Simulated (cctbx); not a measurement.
# Lattice, Laue class and space group of a new crystal

Cell: a = 6.7320 Å, b = 6.7320 Å, c = 4.6570 Å, α = 90.00°, β = 90.00°, γ = 120.00°. Expected content of the cell: Ga10 N6.

The data are simulated with cctbx, not measured: Mo Kα, λ = 0.71073 Å, to d = 0.84 Å, 95 % of the full sphere, strongest reflection 40000 counts, noise from counting, a 2 % proportional error and a noise floor of 8 counts (s.d.); no absorption.

A first pass over the reflections prints:

```text
1194 reflections to d = 0.842 A
centring   violations  <I/sigma> of those
    A        389 of   597     21.7
    B        389 of   595     21.9
    C        440 of   602     26.1
    I        390 of   597     21.9
    R        581 of   799     25.3
    F        609 of   897     23.2
Laue class    unique    Rint  (classes that these axes allow; Friedel mates merged)
P -1              633   0.013
P 1 1 2/m         362   0.015
P -3              215   0.017
P -3 1 m          127   0.018
P -3 m 1          138   0.018
P 6/m             124   0.018
P 6/m m m          87   0.018
space group    extra absences  I>4sigma  <I/sigma>
P 6 2 2                 0          0         -  acentric
P 63 2 2                6          0       0.3  acentric
P 6 m m                 0          0         -  acentric
P 63 c m              151          0       0.0  acentric
P -6 m 2                0          0         -  acentric
P -6 c 2              151          0       0.0  acentric
P -6 2 m                0          0         -  acentric
P 6/m m m               0          0         -  centric
P 63/m c m            151          0       0.0  centric
Wilson B = 0.10 A^2   <|E^2-1|> = 0.710 (0.968 centric, 0.736 acentric)   E^2>4: 0.0 %
shell (A)         n   <I/sigma>
 5.83 - 1.60     18     63.7
 1.60 - 1.27     13     84.2
 1.27 - 1.11     14     66.3
 1.11 - 1.01     10    109.8
 1.01 - 0.94     11     61.4
 0.94 - 0.89     14     74.1
 0.89 - 0.84      7    162.3
```

Q: Read the symmetry from these tables.

Every centring test has many violations, so the lattice is primitive.

Rint stays low (0.013 to 0.018) up to P 6/m m m, the highest class in these axes.

9 settings pass the absence test. The most absences obeyed, 151, belong to P 63 c m, P -6 c 2 and P 63/m c m, which absences can't tell apart.

⟨|E²−1|⟩ = 0.710 leans to a non-centrosymmetric structure. Here that hint misleads: the statistic assumes many like atoms on general positions, and few, heavy or special-position atoms break it. The Wilson B of 0.10 Å² means U ≈ 0.0013 Å², too small to be real: the Wilson fit fails with so few reflections and atoms.

The true group is P6_3/mcm (no. 193), Laue class 6/mmm, centrosymmetric. The tables only narrow the choice to the tied entries; cell content, site symmetry and trial solutions must settle it.

The model is made up (kin elements in a known structure type, no relaxation), so it says nothing on whether the phase exists.

[Logs are printed without paths, hosts, clocks, repeated set-up lines and the standing remarks that a program may print on its own settings, such as how far it seeks lower states.]
